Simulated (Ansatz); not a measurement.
# KF (Carobbiite, Fm-3m): a volume series of phonon spectra, part 2 of 4

Aim: how the vibrations of KF (Carobbiite) shift with volume, and the expansion that follows.

Experimental results on record:
- volume expansion coefficient 104.4 1e-6/K and heat capacity C_P per formula unit 49 J/mol/K near room temperature (given in “High-Throughput Prediction of Finite-Temperature Properties using the Quasi-Harmonic Approximation”, 2016, arXiv:1603.06924)
- volume expansion coefficient 95.1 1e-6/K near room temperature (given in “Descriptors for thermal expansion in solids”, 2017, arXiv:1701.03966)

Ansatz 0.2.0; DFT PBE, scalar-relativistic, plane waves, PAW.

So far. Step 2 (A first coarse run): The start is under 1.4 GPa at this level and looks like an insulator or semiconductor on this mesh. Step 4 (Relaxing to small residual forces and stress): The residual pressure is 0.0016 GPa, small enough for phonons.

### Step 5. Lattice dynamics at this volume, V/V0 1

The same q-mesh and k-mesh are kept at every volume, so that much of their error can cancel in the differences.

input.yaml

```yaml
crystal:
  lattice:
    - [0.0, 2.7103778297, 2.7103778297]
    - [2.7103778297, 0.0, 2.7103778297]
    - [2.7103778297, 2.7103778297, 0.0]
  atoms:
    - { symbol: K, position: [0.0, 0.0, 0.0] }
    - { symbol: F, position: [0.5, 0.5, 0.5] }
kpoints:
  mp_grid: { grid: [8, 8, 8] }
hamiltonian:
  xc: pbe
scf:
  occupations: { method: fixed }
output:
  eigenvalues: true
phonons:
  method: dfpt
  dielectric: true
  rigid_motions: translations
  qmesh: [4, 4, 4]
  temperatures: { t_max: 1000, t_step: 50 }
  qpath:
    path:
      - [[0.0, 0.0, 0.0], [0.5, 0.0, 0.5], [0.625, 0.25, 0.625]]
      - [[0.375, 0.375, 0.75], [0.0, 0.0, 0.0], [0.5, 0.5, 0.5], [0.5, 0.25, 0.75], [0.5, 0.0, 0.5]]
    npoints: 10
```

Command:

```bash
> ansatz run input.yaml --threads 2 --pin off --max-ram 5120MiB --backend cpu --events-out ev --progress --plain --runs-dir out
```

Numbers of over 12 decimals in the logs are rounded to 6 here.

Output:

```text
[...]
Crystal: 2 atoms, lattice volume = 39.822 Å³
Basis set: ecut = 420 eV, 749 PW (Γ), exchange–correlation on 54×54×54 points (8 copies of the dense FFT grid, shifted against one another)
Bands: 12, of which v1, the nominal top of the filled ones, is band 8 counted from 1 (7 counted from 0)
Symmetry: 48 space group operations
k-points: 59 of 512 (irreducible under 8 space group operations, time reversal used)
[...]
SCF iter   1: F=—  HF=-2348.803033 eV  |F-HF|=—  |Δ(HF+E_count)|=         —  Δρ=6.90e-4  dr2=9.83e-5  ethr=1.77e-3  ⟨swp⟩=4.2  Hψ=3819  notcnv=0  defer=102
[...]
SCF iter   9: F=-2348.802966 eV  HF=-2348.802966 eV  |F-HF|=9.09e-13  |Δ(HF+E_count)|=  5.27e-10  Δρ=5.26e-8  dr2=8.42e-13  ethr=1.00e-12  ⟨swp⟩=4.1  Hψ=3376  notcnv=0
SCF 1 converged in 9 iterations: F = -2348.802966 eV  dr2 = 8.42e-13
[...]
DFPT response loops at Γ: preconditioner auto → none (the input reference at scf.mixing.eps_inf says where Resta's filter doesn't serve); β = 0.50; Broyden in place of MSR1
NSCF: frozen V_eff on 29 k-points
[...]
SCF converged after 9 iterations
Free energy (F): -2348.802966 eV
[...]
Internal energy: -2348.802966 eV  (E = F + TS)
E sigma→0 (E₀):  -2348.802966 eV
Fermi energy:    1.172488 eV
[...]
--- Band table (eV; the first three rows and the last of 59) ---
  k-point 0: bands = [... 4 lower, -8.3534, 1.1725, 1.1725, 1.1725, 7.1332, 11.7248, 11.7248, 11.7248]
  k-point 1: bands = [... 4 lower, -8.3585, 1.0405, 1.1245, 1.1245, 7.5497, 11.4814, 11.9212, 11.9212]
  k-point 2: bands = [... 4 lower, -8.3706, 0.7618, 1.0121, 1.0121, 8.5978, 11.1285, 12.4029, 12.4029]
  k-point 58: bands = [... 4 lower, -8.4349, 0.7993, 0.9987, 0.9987, 10.7602, 10.7602, 12.1238, 14.2024]
--- Phonons (Γ-DFPT): 2 representative perturbations + reference, on 59 of 512 k-points (Σ response iterations 6) ---
  k mesh reduced under 8 symmetry operations, with k and −k counted as one. Each operation leaves every solved perturbation unchanged. A smaller set is not considered because the run solves the response to a homogeneous field
  ASR residual: 3.250e-5 → 0.000e0 eV/Å²; symmetrization residual: 8.697e-7 eV/Å²
  ASR residual per site (eV/Å²): 3.25e-5 5.86e-6
  Γ frequencies (cm⁻¹): 0.00 0.00 0.00 164.55 164.55 164.55
  ε∞ (high-frequency dielectric tensor):
        1.957983     0.000000    -0.000000
        0.000000     1.957983    -0.000000
       -0.000000     0.000000     1.957983
  ε⁰ (static dielectric tensor: ions relaxed, cell fixed):
        6.540357     0.000000    -0.000000
        0.000000     6.540357    -0.000000
       -0.000000     0.000000     6.540357
  ε⁰ − ε∞ (ionic part):
        4.582375    -0.000000     0.000000
       -0.000000     4.582375     0.000000
        0.000000     0.000000     4.582375
  softest optical mode at Γ: 164.55 cm⁻¹; the repairs (sum rule, projections) moved no ω² at Γ by more than (0.55 cm⁻¹)²
  Born effective charges Z* (e; rows j = field, columns β = displacement):
    site 0:
         1.13306   -0.00000    0.00000
         0.00000    1.13306    0.00000
         0.00000   -0.00000    1.13306
    site 1:
        -1.13306    0.00000    0.00000
         0.00000   -1.13306   -0.00000
         0.00000    0.00000   -1.13306
  Z* charge neutrality: 3.336e-5 e pre-enforcement
  k-mesh period / interband length: 30.7 Å / 0.84 Å = 36.36 at k = (0.0000, 0.0000, 0.0000), direct gap 5.961 eV — 14 or more, which is no proof of convergence
  optical modes at Γ without the LO–TO term, one row a degenerate level:
      ω (cm⁻¹)  modes    IR ((D/Å)²/amu)
        164.55      3             6.9497
  optical modes at Γ + LO–TO along q̂ = [1.0000, 0.0000, 0.0000]:
      ω (cm⁻¹)  modes    IR ((D/Å)²/amu)
        164.55      2             4.6331
        300.74      1             2.3166
  optical modes at Γ + LO–TO along q̂ = [0.0000, 1.0000, 0.0000]:
      ω (cm⁻¹)  modes    IR ((D/Å)²/amu)
        164.55      2             4.6331
        300.74      1             2.3166
  optical modes at Γ + LO–TO along q̂ = [0.0000, 0.0000, 1.0000]:
      ω (cm⁻¹)  modes    IR ((D/Å)²/amu)
        164.55      2             4.6331
        300.74      1             2.3166
--- Phonons (arbitrary-q DFPT): 8 irreducible q on the 4×4×4 mesh ---
  q = [0.0000, 0.0000, 0.0000] (star 1, of the zone-centre solve; hermiticity 1.37e-6, symmetrization 3.37e-14): -0.00 0.00 0.00 164.55 164.55 164.55
  q = [0.0000, 0.0000, 0.2500] (star 8, 2 solved perturbations on 288 of 512 k-point pairs; hermiticity 3.82e-7, symmetrization 7.45e-13): 69.69 69.69 113.78 161.10 161.10 282.62
[...]
q = [0.0000, 0.2500, 0.2500] (star 6, 4 solved perturbations in 528 linear systems a pass and spin channel, the states on 164 of 512 k-point pairs; hermiticity 1.35e-6, symmetrization 1.17e-13): 64.95 64.95 129.20 168.72 168.72 251.99
[...]
sum rule: each row above includes the acoustic sum rule's correction from the zone centre's row sums; it moved no ω² by more than (0.48 cm⁻¹)²
  mesh force constants: q→R imaginary residual 2.83e-18; ASR residual 3.250e-5 → 0.000e0 eV/Å²; symmetrization residual 2.220e-15 eV/Å²
  interpolated dispersion: 63 rows × 6 modes
  density of states and harmonic sums: on the 20×20×20 q-mesh, interpolated from the force constants of a 4×4×4 supercell (with the dipole–dipole term)
  largest difference from the sums on the solved wave vectors: F 1.19e-2 eV, S 1.59e-5 and C_V 3.99e-6 eV/K
  zero-point energy: 0.056364 eV/cell   skipped modes (ω ≤ 0): 3   left out of the sums: 6.25e-5 of the cell's modes: C_V's classical limit lies that fraction below 3 k_B per atom; for a crystal, a wire or a layer, F and S can be off by more, and a phonons.interpolated_qmesh denser along its periods is the remedy for the sampling
```

It took 87 s on 2 threads of Arm Neoverse V2, shared host; peak memory 0.81 GiB; 2.9 min of CPU time.

Numbers from this step:

| Quantity | Value |
| --- | --- |
| Γ frequencies | 0, 0, 0, 164.6, 164.6, 164.6 cm⁻¹ (negative: imaginary) |
| lowest frequency on the path | 0 cm⁻¹ |
| zero-point energy | 0.05636 eV/cell |
| point group | m-3m |
| highest frequency | 300.7 cm⁻¹ |
| Debye temperature from the second moment | 296 K |

LO-TO term included. Phonon branches along the path, in cm⁻¹:

| point | branch 1 | branch 2 | branch 3 | branch 4 | branch 5 | branch 6 |
| --- | --- | --- | --- | --- | --- | --- |
| Γ | 0 | 0 | 0 | 164 | 164 | 301 |
| halfway | 65 | 65 | 129 | 169 | 169 | 252 |
| X | 91 | 91 | 163 | 172 | 172 | 193 |
| halfway | 94 | 107 | 159 | 170 | 178 | 190 |
| U | 101 | 138 | 149 | 165 | 185 | 192 |
| jump to K | 101 | 138 | 149 | 165 | 185 | 192 |
| halfway | 80 | 87 | 128 | 155 | 172 | 266 |
| Γ | 0 | 0 | 0 | 164 | 164 | 301 |
| halfway | 70 | 70 | 114 | 161 | 161 | 283 |
| L | 103 | 103 | 154 | 154 | 187 | 246 |
| halfway | 107 | 121 | 160 | 164 | 173 | 221 |
| W | 127 | 135 | 135 | 180 | 181 | 181 |
| halfway | 106 | 110 | 156 | 175 | 177 | 188 |
| X | 91 | 91 | 163 | 172 | 172 | 193 |

The phonon branches as a text plot (rows in cm⁻¹):

```
    294 |***                        ********
    282 |   *                    ***        *
    269 |    **                 *            **
    257 |      *                               *
    244 |                      *                ****
    232 |       *            **                     **
    219 |        *          *                         *
    207 |         **       *                           **
    194 |           *******                                   ***
    182 |              ******                   ******  *******
    169 |******************  **************    *      ****    ***
    157 |        *** ***** **********      **************    ****
    144 |       *         **   *                         * **
    132 |      *         *  *   *            *          ****
    119 |               *                   *        *****  **
    106 |    **        *  *****  *              ********     **
     94 |           ******     *           *  **               **
     81 |   *    ***            * **         *
     69 |      **                *        * *
     56 |  * **                   ***      *
     44 |   *                     ***    **
     31 | **                        **   *
     19 | *                          *  *
      6 |*                            **
         Γ           X  U|K            Γ         L        W     X
```

Tetrahedra on 20 20 20, mean over bins of 5 cm⁻¹. The phonon density of states by wavenumber; read off at these points:

| wavenumber (cm⁻¹) | phonon density of states (1/cm⁻¹/cell) |
| --- | --- |
| 2 | 1.0e-5 |
| 12 | 1.5e-4 |
| 18 | 4.7e-4 |
| 28 | 0.00121 |
| 32 | 0.00173 |
| 42 | 0.00321 |
| 52 | 0.00533 |
| 58 | 0.00669 |
| 68 | 0.0103 |
| 78 | 0.0156 |
| 82 | 0.0196 |
| 92 | 0.0355 |
| 98 | 0.0425 |
| 102 | 0.0600 |
| 108 | 0.0519 |
| 118 | 0.0268 |
| 122 | 0.0237 |
| 132 | 0.0177 |
| 142 | 0.0115 |
| 148 | 0.0257 |
| 158 | 0.0992 |
| 162 | 0.0975 |
| 168 | 0.102 |
| 172 | 0.0941 |
| 182 | 0.0154 |
| 188 | 0.00554 |
| 198 | 0.0116 |
| 208 | 0.0114 |
| 212 | 0.0115 |
| 222 | 0.0116 |
| 228 | 0.0117 |
| 238 | 0.0119 |
| 248 | 0.0107 |
| 252 | 0.00895 |
| 262 | 0.00714 |
| 272 | 0.00576 |
| 278 | 0.00511 |
| 288 | 0.00371 |
| 292 | 0.00288 |
| 302 | 1.0e-5 |

Harmonic. Thermo, by row:

| T (K) | F_vib (meV/atom) | S (J/mol-atom/K) | C_V (J/mol-atom/K) |
| --- | --- | --- | --- |
| 0 | 28.18 | 0 | 0 |
| 50 | 27.75 | 3.132 | 7.513 |
| 100 | 23.94 | 11.68 | 16.95 |
| 150 | 15.82 | 19.39 | 20.76 |
| 200 | 4.1 | 25.62 | 22.43 |
| 250 | -10.54 | 30.73 | 23.29 |
| 300 | -27.61 | 35.02 | 23.77 |
| 350 | -46.73 | 38.71 | 24.07 |
| 400 | -67.65 | 41.94 | 24.27 |
| 450 | -90.14 | 44.81 | 24.41 |
| 500 | -114 | 47.38 | 24.51 |
| 550 | -139.2 | 49.72 | 24.58 |
| 600 | -165.5 | 51.87 | 24.64 |
| 650 | -192.9 | 53.84 | 24.68 |
| 700 | -221.3 | 55.67 | 24.72 |
| 750 | -250.6 | 57.38 | 24.75 |
| 800 | -280.8 | 58.97 | 24.77 |
| 850 | -311.7 | 60.48 | 24.79 |
| 900 | -343.4 | 61.89 | 24.81 |
| 950 | -375.9 | 63.24 | 24.82 |
| 1000 | -408.9 | 64.51 | 24.83 |

Phonopy on the run's constants, 19x19x19 mesh, Gaussian sigma 2.3 cm⁻¹. The modes by wavenumber; read off at these points; values in 1/cm⁻¹/cell:

| wavenumber (cm⁻¹) | F | K |
| --- | --- | --- |
| -10.0 | 0 | 0 |
| 0.0 | 2.0e-5 | 4.8e-5 |
| 10.0 | 1.3e-5 | 2.0e-5 |
| 20.0 | 1.3e-4 | 2.6e-4 |
| 30.0 | 5.6e-4 | 0.00122 |
| 40.0 | 9.9e-4 | 0.00225 |
| 50.0 | 0.00144 | 0.00335 |
| 60.0 | 0.00205 | 0.00509 |
| 70.0 | 0.00323 | 0.00868 |
| 80.0 | 0.00460 | 0.0139 |
| 90.0 | 0.00671 | 0.0240 |
| 100.0 | 0.00713 | 0.0426 |
| 103.8 | 0.00652 | 0.0547 |
| 110.0 | 0.00398 | 0.0355 |
| 120.0 | 0.00283 | 0.0208 |
| 130.0 | 0.00274 | 0.0159 |
| 140.0 | 0.00228 | 0.0105 |
| 150.0 | 0.0142 | 0.0295 |
| 153.4 | 0.0379 | 0.0346 |
| 160.0 | 0.0636 | 0.0297 |
| 167.9 | 0.0724 | 0.0303 |
| 170.0 | 0.0702 | 0.0304 |
| 180.0 | 0.0228 | 0.00938 |
| 190.0 | 0.0102 | 5.3e-4 |
| 192.7 | 0.0124 | 3.8e-4 |
| 200.0 | 0.0116 | 4.1e-4 |
| 210.0 | 0.0112 | 5.5e-4 |
| 220.0 | 0.0109 | 8.6e-4 |
| 230.0 | 0.0104 | 0.00120 |
| 240.0 | 0.0101 | 0.00149 |
| 250.0 | 0.00814 | 0.00182 |
| 260.0 | 0.00599 | 0.00182 |
| 270.0 | 0.00409 | 0.00147 |
| 280.0 | 0.00312 | 0.00128 |
| 290.0 | 0.00235 | 0.00105 |
| 300.0 | 5.8e-4 | 2.8e-4 |
| 310.0 | 0 | 0 |

Born charge (rows field, columns displacement) (e), principal values of the symmetric part by kind of site:

| atom | atoms with these values | low | middle | high | mean |
| --- | --- | --- | --- | --- | --- |
| K1 | 1 | 1.13 | 1.13 | 1.13 | 1.13 |
| F2 | 1 | -1.13 | -1.13 | -1.13 | -1.13 |

In full for K1:

```
1.13 0.00 0.00
0.00 1.13 0.00
0.00 0.00 1.13
```

ε∞:

```
1.96 0.00 0.00
0.00 1.96 0.00
0.00 0.00 1.96
```

No LO-TO term. The modes at Γ (shares of kinetic energy by element, %):

| mode | frequency (cm⁻¹) | symmetry | K % | F % |
| --- | --- | --- | --- | --- |
| 1 | 0.0 | T1u | 67 | 33 |
| 2 | 0.0 | T1u | 67 | 33 |
| 3 | 0.0 | T1u | 67 | 33 |
| 4 | 164.5 | T1u | 33 | 67 |
| 5 | 164.5 | T1u | 33 | 67 |
| 6 | 164.5 | T1u | 33 | 67 |

Displacements in mode 6 (164.5 cm⁻¹), the largest set to 1:
```
K1   0.00 -0.16 -0.49
F2   0.00  0.34  1.00
```

No mode is imaginary beyond numerical noise at the solved wavevectors.

### Step 6. Single point at a scaled cell, V/V0 1.015

Symmetry fixes every atom, so a single point at the scaled cell gives the energy and pressure of this member.

The cell differs from the one that the last finished run ended in (a 3.833 → 3.852 Å, b 3.833 → 3.852 Å, c 3.833 → 3.852 Å).

input.yaml, the sections that differ from step 5:

```yaml
crystal:
  lattice:
    - [0.0, 2.7238625185, 2.7238625185]
    - [2.7238625185, 0.0, 2.7238625185]
    - [2.7238625185, 2.7238625185, 0.0]
  atoms:
    - { symbol: K, position: [0.0, 0.0, 0.0] }
    - { symbol: F, position: [0.5, 0.5, 0.5] }
output:
  forces: true
  stress: true
  eigenvalues: true
# kpoints, hamiltonian, scf: as in step 5
# phonons: removed
```

Output:

```text
[...]
Crystal: 2 atoms, lattice volume = 40.419 Å³
Basis set: ecut = 420 eV, 749 PW (Γ), exchange–correlation on 54×54×54 points (8 copies of the dense FFT grid, shifted against one another)
Bands: 12, of which v1, the nominal top of the filled ones, is band 8 counted from 1 (7 counted from 0)
Symmetry: 48 space group operations
[...]
k-points: 29 of 512
[...]
SCF iter   1: F=—  HF=-2348.802251 eV  |F-HF|=—  |Δ(HF+E_count)|=         —  Δρ=6.22e-4  dr2=7.51e-5  ethr=1.77e-3  ⟨swp⟩=4.3  Hψ=1878  notcnv=0  defer=50
[...]
SCF iter   7: F=-2348.802190 eV  HF=-2348.802190 eV  |F-HF|=6.70e-8  |Δ(HF+E_count)|=   2.83e-7  Δρ=1.55e-5  dr2=7.73e-8  ethr=6.25e-10  ⟨swp⟩=6.6  Hψ=2152  notcnv=0
SCF 1 converged in 7 iterations: F = -2348.802190 eV  dr2 = 7.73e-8
[...]
SCF converged after 7 iterations
Free energy (F): -2348.802190 eV
[...]
Internal energy: -2348.802190 eV  (E = F + TS)
E sigma→0 (E₀):  -2348.802190 eV
Fermi energy:    1.076066 eV
[...]
--- Stress (GPa, compression-positive) ---
       -0.415445       0.000000      -0.000000
       -0.000000      -0.415445       0.000000
       -0.000000      -0.000000      -0.415445
  P = ⅓ Tr σ = -0.4154 GPa (-4.154 kbar)
--- Band table (eV; the first three rows and the last of 29) ---
  k-point 0: bands = [... 4 lower, -8.5026, 1.0761, 1.0761, 1.0761, 6.9629, 11.5850, 11.5850, 11.5850]
  k-point 1: bands = [... 4 lower, -8.5076, 0.9466, 1.0294, 1.0294, 7.3740, 11.3423, 11.7783, 11.7783]
  k-point 2: bands = [... 4 lower, -8.5194, 0.6737, 0.9209, 0.9209, 8.4117, 10.9846, 12.2515, 12.2515]
  k-point 28: bands = [... 4 lower, -8.5820, 0.7129, 0.8992, 0.8992, 10.6116, 10.6116, 11.9455, 13.9981]
```

The job ended after 0.53 s (2 threads; peak memory 0.27 GiB; 0.95 s of CPU time).

Numbers from this step:

- pressure: -0.4154 GPa
- gap on the k-mesh: 5.887 eV
- volume per atom: 20.21 Å³

At this level the gap is 5.89 eV on the k-mesh of the self-consistent run, which can miss the band edges.

### Step 7. Lattice dynamics at this volume, V/V0 1.015

Phonons at this volume give one point of F(V, T); meshes stay fixed along the series.

input.yaml, the sections that differ from step 6:

```yaml
output:
  eigenvalues: true
phonons:
  method: dfpt
  dielectric: true
  rigid_motions: translations
  qmesh: [4, 4, 4]
  temperatures: { t_max: 1000, t_step: 50 }
  qpath:
    path:
      - [[0.0, 0.0, 0.0], [0.5, 0.0, 0.5], [0.625, 0.25, 0.625]]
      - [[0.375, 0.375, 0.75], [0.0, 0.0, 0.0], [0.5, 0.5, 0.5], [0.5, 0.25, 0.75], [0.5, 0.0, 0.5]]
    npoints: 10
# crystal, kpoints, hamiltonian, scf: as in step 6
```

Output:

```text
[...]
Crystal: 2 atoms, lattice volume = 40.419 Å³
Basis set: ecut = 420 eV, 749 PW (Γ), exchange–correlation on 54×54×54 points (8 copies of the dense FFT grid, shifted against one another)
Bands: 12, of which v1, the nominal top of the filled ones, is band 8 counted from 1 (7 counted from 0)
Symmetry: 48 space group operations
k-points: 59 of 512 (irreducible under 8 space group operations, time reversal used)
[...]
optical modes at Γ + LO–TO along q̂ = [0.0000, 1.0000, 0.0000]:
      ω (cm⁻¹)  modes    IR ((D/Å)²/amu)
        157.96      2             4.6214
        295.85      1             2.3107
  optical modes at Γ + LO–TO along q̂ = [0.0000, 0.0000, 1.0000]:
      ω (cm⁻¹)  modes    IR ((D/Å)²/amu)
        157.96      2             4.6214
        295.85      1             2.3107
--- Phonons (arbitrary-q DFPT): 8 irreducible q on the 4×4×4 mesh ---
[...]
interpolated dispersion: 63 rows × 6 modes
[...]
[key lines of the parts left out:]
SCF converged after 9 iterations
Free energy (F): -2348.802190 eV
Fermi energy:    1.076444 eV
```

It took 91 s on 2 threads; peak memory 0.81 GiB; 3 min of CPU time.

LO-TO term included. Phonon branches along the path, in cm⁻¹:

| point | branch 1 | branch 2 | branch 3 | branch 4 | branch 5 | branch 6 |
| --- | --- | --- | --- | --- | --- | --- |
| Γ | 0 | 0 | 0 | 158 | 158 | 296 |
| halfway | 65 | 65 | 124 | 162 | 162 | 249 |
| X | 91 | 91 | 159 | 165 | 165 | 189 |
| halfway | 94 | 107 | 156 | 163 | 172 | 186 |
| U | 100 | 136 | 147 | 158 | 180 | 187 |
| jump to K | 100 | 136 | 147 | 158 | 180 | 187 |
| halfway | 81 | 83 | 125 | 150 | 165 | 261 |
| Γ | 0 | 0 | 0 | 158 | 158 | 296 |
| halfway | 67 | 67 | 112 | 155 | 155 | 278 |
| L | 100 | 100 | 149 | 149 | 184 | 242 |
| halfway | 104 | 118 | 155 | 161 | 167 | 217 |
| W | 124 | 134 | 134 | 174 | 174 | 175 |
| halfway | 107 | 108 | 154 | 168 | 171 | 184 |
| X | 91 | 91 | 159 | 165 | 165 | 189 |

The phonon branches as a text plot (rows in cm⁻¹):

```
    290 |***                        ********
    277 |   *                    ***        *
    265 |    **                 *            **
    253 |      *               *               *
    240 |                                       ****
    228 |       *            **                     **
    216 |        *          *                         *
    203 |         **       *                           **
    191 |           ****  *                                   ***
    179 |               ****                    *****    *****
    166 |   *************   ********           *     *****  *****
    154 |***     ****************************************    ****
    142 |       *         **   *                         * **
    129 |      *         *  *   *            *         *****
    117 |               *    **             *        ** ** ***
    105 |    **        *  *****  *               *******      *
     92 |         ********     *           *  ***              **
     80 |   *   **              * **         *
     68 |      *                 *        * *
     55 |  * **                   ***      *
     43 |   *                     ***    **
     31 | **                        **   *
     18 | *                          *  *
      6 |*                            **
         Γ           X  U|K            Γ         L        W     X
```

No mode is imaginary beyond numerical noise at the solved wavevectors. The highest zone-centre mode (no LO–TO term) moved by -4.0 % for a volume change of +1.5 %.

(Continued in part 3 of 4.)

[Logs are printed without paths, hosts, clocks, repeated set-up lines and the standing remarks that a program may print on its own settings, such as how far it seeks lower states.]

[Hosts, paths, dates, database ids (printed as entryN), source tags and the programs' standing remarks are cut or masked in the printed files.]

[A step with changed settings may run another functional than the one named; its input shows which.]

[Of the runs on displaced cells, only some may be shown.]
